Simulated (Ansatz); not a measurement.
## TiC (Fm-3m): the Drude term of Re ε in the infrared

Re ε of TiC (Fm-3m) at low photon energies is read from one computed spectrum; the carriers' damping was typed as γ = 0.05 eV.

The structure is cubic, space group Fm-3m (No. 225). Conventional cell: a = 4.319 Å, b = 4.319 Å, c = 4.319 Å, α = 90.00°, β = 90.00°, γ = 90.00°. Ti on site a is surrounded by 6 C at 2.16 Å. C on site b has 6 Ti at 2.16 Å as nearest neighbours.

Method: Ansatz 0.2.0, PBE, independent particles, k-mesh 18×18×18 with interpolation inside its cells, Gaussian parameter 0.1 eV.

Launch of the response step: `ansatz run input.yaml --threads 4 --pin off --max-ram 8192MiB --backend cpu --events-out ev --progress --plain --runs-dir out`. The run took 10 s, on 4 threads of Arm Neoverse V1 (shared host).

```tsv
photon energy E (eV)	wavelength (µm)	Re ε
0.25	4.96	-145.0
0.30	4.13	-94.3
0.35	3.54	?
0.40	3.10	-43.9
0.50	2.48	-19.7
0.60	2.07	-8.2
0.70	1.77	-3.2
```

A Drude term over a constant background gives Re ε = ε_b − ωp²/(E² + γ²), linear in 1/(E² + γ²).

Working, on the rows shown:

| x = 1/(E² + γ²) (eV⁻²) | y = Re ε |
| --- | --- |
| 15.3846 | -145 |
| 10.8108 | -94.3 |
| 6.15385 | -43.9 |
| 3.9604 | -19.7 |
| 2.75862 | -8.2 |
| 2.03046 | -3.2 |

Means: x̄ = 6.8498, ȳ = -52.383. Σ(x − x̄)(y − ȳ) = -1475, Σ(x − x̄)² = 137.3. Slope = -1475 / 137.3 = -10.74; intercept = ȳ − slope · x̄ = 21.169. The line misses the rows shown by at most 2.6.

Question: What does the fit predict for the withheld row, and how well does it do?

Answer: At x = 8 the line gives y = -64.734. The run gave -64.2, so the interpolation is off by 0.53, 0.4 % of the range in the table.

Refitted with all rows, the slope is -10.73 and the intercept 21.219. These give ωp = √(−slope) = 3.28 eV, against 3.64 eV from the program's Fermi-surface sum, and an intercept of 21.2. Taking the program's Drude term off the rows leaves 58 at the lowest energy and 24 at the highest, so the background isn't constant: interband transitions lie in or near the window, and neither fitted number can be trusted. The cell comes from an older database entry, whose edges can be off by a per cent or so. The values come from a sum over the points of one k-mesh and carry its error, which is largest for Fermi-surface quantities.

[Logs are printed without paths, hosts, clocks, repeated set-up lines and the standing remarks that a program may print on its own settings, such as how far it seeks lower states.]
